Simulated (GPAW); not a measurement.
# Dielectric function and optical constants of Ga2O3

Aim: the dielectric function of Ga2O3, and the optical constants that follow from it.

Method: DFT, PBE, plane-wave PAW (GPAW data sets), scalar-relativistic, RPA, optical limit, in GPAW 26.7.0.

This is a report of a sequence of runs, with most program output left out.

## 1. Set-up

The structure is monoclinic, space group C2/m (No. 12). The conventional cell has a = 12.214 Å, b = 3.037 Å, c = 5.798 Å, α = 90.00°, β = 103.83°, γ = 90.00°. Nearest to Ga lie 6 O at 1.94 to 2.07 Å. Nearest to Ga lie 4 O at 1.83 to 1.86 Å. Nearest to O lie 3 Ga at 1.83 to 1.94 Å. Nearest to O lie 4 Ga at 1.86 to 2.07 Å. Nearest to O lie 3 Ga at 1.83 to 1.94 Å. Farther neighbours and most contacts between anions are not listed.

## 2. Ground state

The self-consistent density comes first; it also tells whether there is a gap, which decides the occupations and the need for a Drude term.

This step: DFT, PBE, plane-wave PAW (GPAW data sets), scalar-relativistic, ground state (GPAW 26.7.0).

Input file gs.py:

```python
from ase import Atoms
from ase.dft.bandgap import bandgap
from gpaw import GPAW, PW, FermiDirac

atoms = Atoms(['Ga', 'Ga', 'Ga', 'Ga', 'O', 'O', 'O', 'O', 'O', 'O'],
              cell=[[6.107000000000, -1.518550000000, 0.000000000000],
                    [6.107000000000, 1.518550000000, 0.000000000000],
                    [-1.385988895900, 0.000000000000, 5.630008738000]],
              scaled_positions=[[0.341340000000, 0.341340000000, 0.685980000000],
                                [0.658660000000, 0.658660000000, 0.314020000000],
                                [0.909500000000, 0.909500000000, 0.205400000000],
                                [0.090500000000, 0.090500000000, 0.794600000000],
                                [0.504100000000, 0.504100000000, 0.743400000000],
                                [0.495900000000, 0.495900000000, 0.256600000000],
                                [0.826700000000, 0.826700000000, 0.436800000000],
                                [0.173300000000, 0.173300000000, 0.563200000000],
                                [0.835500000000, 0.835500000000, 0.890200000000],
                                [0.164500000000, 0.164500000000, 0.109800000000]],
              pbc=[True, True, True])
atoms.calc = GPAW(mode=PW(550), xc='PBE', kpts={'size': (8, 8, 4), 'gamma': True},
                  occupations=FermiDirac(0.05), maxiter=150, txt='gs.txt')
print('energy (eV)', atoms.get_potential_energy())
print('Fermi level (eV)', atoms.calc.get_fermi_level())
print('valence electrons', atoms.calc.get_number_of_electrons())
print('gap (eV)', bandgap(atoms.calc, output=None)[0])
print('direct gap (eV)', bandgap(atoms.calc, direct=True, output=None)[0])
atoms.calc.write('gs.gpw')
```

Run with:

```sh
$ OMP_NUM_THREADS=1 python gs.py
```

Wall time 4.2 min (1 thread of Arm Neoverse V1, shared host); peak memory 0.38 GiB.

Read-outs, printed or worked out from the files:

* energy: -59.2278 eV
* Fermi energy: 6.436 eV
* gap on the k-mesh: 2.418 eV
* direct gap on the mesh: 2.448 eV
* electrons: 48

There is a gap, 2.42 eV on this mesh (points off the mesh can give less), so no carriers' term is needed.

## 3. Bands for the response

At the fixed density, many empty bands are solved on the mesh of the response, since the spectrum sums over them.

This step: DFT, PBE, plane-wave PAW (GPAW data sets), scalar-relativistic, bands at fixed density (GPAW 26.7.0).

Input file nscf.py:

```python
from ase.dft.bandgap import bandgap
from gpaw import GPAW, FermiDirac

calc = GPAW('gs.gpw').fixed_density(kpts={'size': (9, 9, 5), 'gamma': True}, nbands=69, convergence={'bands': 63},
                                    occupations=FermiDirac(0.001), txt='nscf.txt')
print('gap (eV)', bandgap(calc, output=None)[0])
print('direct gap (eV)', bandgap(calc, direct=True, output=None)[0])
print('top band over the Fermi level (eV)', min(calc.get_eigenvalues(kpt=k)[62] for k in range(len(calc.get_ibz_k_points()))) - calc.get_fermi_level())
calc.write('full.gpw', mode='all')
```

Run with:

```sh
$ OMP_NUM_THREADS=1 python nscf.py
```

The job ended after 17 min (1 thread; peak memory 0.75 GiB).

This step gave:

* gap on the k-mesh: 2.421 eV

## 4. Dielectric function, RPA

Local fields let the induced charge screen the field inside the cell, which as a rule lowers ε, most along directions where the density is uneven.

This step: DFT, PBE, plane-wave PAW (GPAW data sets), scalar-relativistic, RPA, optical limit (GPAW 26.7.0).

Input file df.py:

```python
from gpaw.response.df import DielectricFunction

df = DielectricFunction('full.gpw', frequencies={'type': 'nonlinear', 'domega0': 0.03, 'omega2': 8},
                        ecut=50,
                        eta=0.12,
                        nbands=63,
                        txt='df.txt')
for direction in ['x', 'y', 'z']:
    df.get_dielectric_function(xc='RPA', direction=direction, filename=f'df_{direction}.csv')
```

Run with:

```sh
$ OMP_NUM_THREADS=1 python df.py
```

Elapsed: 3.3 min, on 1 thread; peak memory 0.43 GiB.

Numbers from this step:

```
electronic dielectric constant ε∞, mean over x, y and z (by symmetry where fewer were run) : 3.775
```

Some rows of df_x.csv (energy; Re and Im without local fields; Re and Im with them):

```text
0.000000, 3.833524, -0.000000, 3.703764, -0.000000
0.429336, 3.843950, 0.005899, 3.713971, 0.005778
0.878195, 3.878490, 0.012844, 3.747822, 0.012598
1.347938, 3.946025, 0.022406, 3.814158, 0.022044
1.840057, 4.067844, 0.039616, 3.934316, 0.039192
2.356191, 4.318018, 0.115669, 4.182922, 0.115789
2.898142, 4.495847, 0.334994, 4.357054, 0.337144
3.467895, 4.536506, 1.169364, 4.392292, 1.183393
4.067647, 4.126137, 1.154420, 3.952289, 1.173075
4.699832, 4.392593, 1.067557, 4.208999, 1.061802
5.367152, 4.176173, 1.428494, 3.938340, 1.430448
6.072622, 4.344119, 1.730345, 4.136576, 1.708798
6.819608, 4.330254, 2.746811, 4.100150, 2.695994
7.611886, 3.663958, 2.806046, 3.314746, 2.744759
8.453705, 3.460439, 3.373334, 3.084254, 3.178611
9.349861, 2.639489, 3.764329, 2.368739, 3.276647
10.305790, 2.061125, 3.485088, 1.952171, 3.016330
11.327680, 1.487743, 3.047634, 1.441772, 2.658435
12.422601, 1.293007, 3.065329, 1.372797, 2.629455
13.598673, 1.044467, 3.144086, 1.301440, 2.510520
```

Sum at mesh points, not converged in k; values under the direct gap are tails of Lorentzian lines. Table of Im ε by photon energy; read off at these points:

```csv
photon energy (eV),E ∥ x,E ∥ y,E ∥ z
0.000,0,0,0
0.250,0.00332,0.00282,0.00374
0.500,0.00678,0.00571,0.00765
0.750,0.0105,0.00875,0.0119
1.000,0.0147,0.0120,0.0169
1.250,0.0198,0.0157,0.0231
1.500,0.0261,0.0200,0.0314
1.750,0.0350,0.0251,0.0444
2.000,0.0493,0.0315,0.0702
2.250,0.0818,0.0402,0.159
2.500,0.185,0.0532,0.445
2.750,0.418,0.0772,0.480
3.000,0.466,0.151,0.470
3.250,0.700,0.320,0.937
3.500,1.19,0.568,0.856
3.750,1.04,1.05,0.748
3.893,1.33,0.898,1.27
4.000,1.22,0.865,1.14
4.250,0.981,1.23,0.874
4.500,1.08,1.16,1.48
4.750,1.07,1.20,1.10
5.000,1.63,1.67,1.53
5.125,1.70,1.69,1.47
5.250,1.56,1.70,1.47
5.500,1.44,1.72,1.51
5.750,1.55,1.74,1.65
6.000,1.71,1.89,1.74
6.250,1.81,2.05,2.05
6.500,2.05,2.25,2.16
6.750,2.61,2.22,2.84
6.930,2.79,2.29,3.12
7.000,2.73,2.34,3.14
7.250,2.59,2.55,3.63
7.438,2.95,2.62,4.43
7.500,2.89,2.67,4.52
7.750,2.74,3.01,3.97
8.000,2.71,3.18,3.52
8.250,2.96,3.04,2.98
8.500,3.15,3.45,2.97
8.750,3.23,4.05,3.01
8.895,3.30,3.92,3.05
9.000,3.25,3.96,3.03
9.250,3.29,4.37,3.08
9.500,3.23,4.30,3.27
9.750,3.16,4.05,3.20
10.000,3.14,4.36,3.21
10.250,2.94,4.51,3.04
10.448,3.12,5.18,3.08
10.500,3.04,5.04,3.06
10.750,2.87,4.07,2.72
11.000,2.82,3.72,2.47
11.250,2.66,2.99,2.71
11.500,2.60,2.90,2.59
11.750,2.43,2.82,2.54
12.000,2.41,2.84,2.47
12.250,2.61,3.22,2.57
12.500,2.57,3.37,2.56
12.750,2.44,3.21,2.63
13.000,2.53,2.91,2.57
13.250,2.51,2.76,2.71
13.500,2.55,2.74,2.71
13.750,2.55,2.65,2.73
```

The reflectivity at normal incidence has structure finer than the step of the table below, so its rows give means over 0.5 eV, whole bins alone (the curve runs from 0 to 14.0 eV). Peaks (eV: height): E ∥ x 3.38: 13.7, 4.93: 14.2, 6.76: 16.4, 7.38: 16.4, 8.89: 17.0, 10.45: 16.9, 12.42: 14.8; E ∥ y 10.52: 27.2, 12.75: 21.6; E ∥ z 3.10: 13.9, 3.85: 14.1, 4.42: 14.3, 7.50: 22.0, 9.62: 17.2.

Sum at mesh points, not converged in k. Reflectivity at normal incidence against photon energy; means over each step:

```csv
photon energy (eV),E ∥ x (%),E ∥ y (%),E ∥ z (%)
0.5,10.1,10.4,10.5
1.0,10.2,10.5,10.7
1.5,10.5,10.8,11.1
2.0,11.1,11.2,11.8
2.5,12.1,11.8,12.5
3.0,12.8,12.9,13.0
3.5,13.1,14.1,12.5
4.0,12.4,13.9,13.1
4.5,12.4,14.0,13.4
5.0,13.6,14.9,13.8
5.5,12.9,14.5,14.1
6.0,13.8,15.0,15.0
6.5,15.2,15.4,16.7
7.0,15.7,15.7,18.5
7.5,15.7,16.8,21.2
8.0,15.3,17.5,17.8
8.5,16.5,18.9,15.5
9.0,16.9,20.3,15.7
9.5,16.8,21.2,16.8
10.0,16.4,21.4,16.9
10.5,16.2,25.4,16.7
11.0,15.4,23.7,14.2
11.5,14.3,18.3,14.5
12.0,13.5,17.0,13.9
12.5,14.3,20.4,14.4
13.0,14.0,20.6,14.8
13.5,14.2,19.2,15.9
```

Sum at mesh points, not converged in k; values under the direct gap are tails of Lorentzian lines. Loss function −Im 1/ε at q → 0 against energy loss; read off at these points:

```csv
energy loss (eV),E ∥ x,E ∥ y,E ∥ z
0.00,0,0,0
0.50,4.9e-4,3.9e-4,5.2e-4
1.00,0.00104,8.1e-4,0.00112
1.50,0.00177,0.00130,0.00198
2.00,0.00309,0.00195,0.00403
2.50,0.0101,0.00303,0.0231
3.00,0.0229,0.00741,0.0220
3.50,0.0603,0.0249,0.0490
4.00,0.0713,0.0391,0.0612
4.50,0.0587,0.0520,0.0698
5.00,0.0766,0.0679,0.0704
5.50,0.0771,0.0770,0.0706
6.00,0.0864,0.0785,0.0762
6.50,0.0882,0.0927,0.0779
7.00,0.130,0.0986,0.107
7.50,0.146,0.105,0.138
8.00,0.145,0.119,0.198
8.50,0.165,0.114,0.200
9.00,0.186,0.143,0.206
9.50,0.209,0.169,0.208
10.00,0.234,0.177,0.239
10.50,0.256,0.189,0.267
11.00,0.278,0.267,0.292
11.50,0.299,0.317,0.299
11.63,0.310,0.317,0.301
12.00,0.297,0.294,0.303
12.50,0.307,0.279,0.299
13.00,0.302,0.336,0.301
13.50,0.310,0.355,0.311
13.60,0.314,0.363,0.314
```

Sum at mesh points, not converged in k; values under the direct gap are tails of Lorentzian lines. Table of Im ε, E ∥ x by photon energy; read off at these points:

```csv
photon energy (eV),without local fields,with local fields
0.00,0,0
0.50,0.00692,0.00678
1.00,0.0150,0.0147
1.50,0.0265,0.0261
2.00,0.0497,0.0493
2.50,0.184,0.185
3.00,0.463,0.466
3.50,1.18,1.19
3.89,1.31,1.33
4.00,1.20,1.22
4.50,1.08,1.08
5.00,1.63,1.63
5.50,1.46,1.44
6.00,1.74,1.71
6.50,2.07,2.05
7.00,2.74,2.73
7.50,2.95,2.89
8.00,2.84,2.71
8.50,3.35,3.15
8.89,3.68,3.30
9.00,3.64,3.25
9.35,3.76,3.28
9.50,3.72,3.23
10.00,3.53,3.14
10.50,3.44,3.04
11.00,3.21,2.82
11.50,2.99,2.60
12.00,2.85,2.41
12.50,2.99,2.57
13.00,2.95,2.53
13.50,3.22,2.55
```

From ε follow the optical constants at some laser and lamp lines:

```csv
wavelength (nm),n x,k x,R (%) x,1/α x,n y,k y,R (%) y,1/α y
1064,1.95,0.005,10.3,18 µm,1.97,0.004,10.6,23 µm
800,1.96,0.007,10.6,9.0 µm,1.98,0.005,10.8,12 µm
633,1.99,0.012,11.0,4.3 µm,2.00,0.008,11.1,6.7 µm
450,2.06,0.100,12.2,357 nm,2.08,0.019,12.3,1.9 µm
405,2.12,0.134,13.1,240 nm,2.14,0.046,13.1,706 nm
308,2.01,0.295,12.1,83 nm,2.17,0.204,13.9,120 nm
193,2.12,0.456,14.8,34 nm,2.15,0.494,15.5,31 nm
```

Below the direct gap, k and the depth come from the tails of the Lorentzian lines, not from transitions.

Rows near the edge hang on the gap, which this functional as a rule makes too small, and phonon-assisted absorption is left out.

## 5. Results

* electronic dielectric constant ε∞, mean over x, y and z (by symmetry where fewer were run) (RPA): 3.78

What this shows: At this level (PBE, RPA) Ga2O3 has a mean ε∞ = 3.78 and n = 1.93 at 1550 nm (E ∥ x). On the mesh the gap is 2.42 eV and the least direct gap 2.45 eV. Local fields change the static value along x from 3.83 to 3.70 (-3 %). The static values by axis are 3.70 (x), 3.80 (y), 3.82 (z). Excitons and phonon-assisted transitions are missing; PBE gaps are as a rule too small, which pulls the onset down and ε∞ up. In this version of GPAW the matrix elements of the optical limit are incomplete, which can lower ε − 1 by up to a tenth where first-row anions or d states rule, and shift it by more in d metals. The sum runs over mesh points 0.24 Å⁻¹ apart with no interpolation, so peaks are partly noise of the mesh and static values carry its error.

[Machine, clock and banner lines and Python warnings are left out of the logs.]

[Logs are printed without paths, hosts, clocks, repeated set-up lines and the standing remarks that a program may print on its own settings, such as how far it seeks lower states.]

[Hosts, paths, dates, database ids (printed as entryN), source tags and the programs' standing remarks are cut or masked in the printed files.]
